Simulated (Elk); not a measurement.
An input for Elk 11.2.3 (patched build) (LiCl (Fm-3m)):

```
tasks
  185
  186
  187

xctype
  20

rgkmax
  8.5

gmaxvr
  18.0

lmaxapw
  10

lmaxo
  8

nxlo
  2

lorbcnd
  .true.

autolinengy
  .true.

tshift
  .false.

ngridk
  4 4 4

vkloff
  0.05 0.15 0.25

nempty
  10

swidth
  0.00551

scissor
  0.08215

gmaxrf
  2.5

wplot
  350 100 0
  0.0 0.6438

optcomp
  1 1
  2 2
  3 3

nvbse
  3

ncbse
  3

sppath
  './'

avec
  0.0000000000 4.8594307295 4.8594307295
  4.8594307295 0.0000000000 4.8594307295
  4.8594307295 4.8594307295 -0.0000000000

atoms
  2
  'Li.in'
  1
  0.0000000000 0.0000000000 0.0000000000
  'Cl.in'
  1
  0.5000000000 0.5000000000 0.5000000000
```

```sh
OMP_NUM_THREADS=4 elk > log
```

Question: Estimate wall time and host memory on 4 threads of Arm Neoverse V1, shared host.

It took 26 s; on shared hardware allow 13 s to 53 s. Peak host memory was 0.13 GiB.

The matrix is small, so building the kernel's matrix elements and any screening outweighs its diagonalisation.

[Paths, hosts, dates, memory and timing lines, banners, echoed tables and standing remarks are left out of the program output.]

[Logs are printed without paths, hosts, clocks, repeated set-up lines and the standing remarks that a program may print on its own settings, such as how far it seeks lower states.]

[Runs of the session that timed out or met a known fault of the program may be left out.]

[Hosts, paths, dates, database ids (printed as entryN), source tags and the programs' standing remarks are cut or masked in the printed files.]
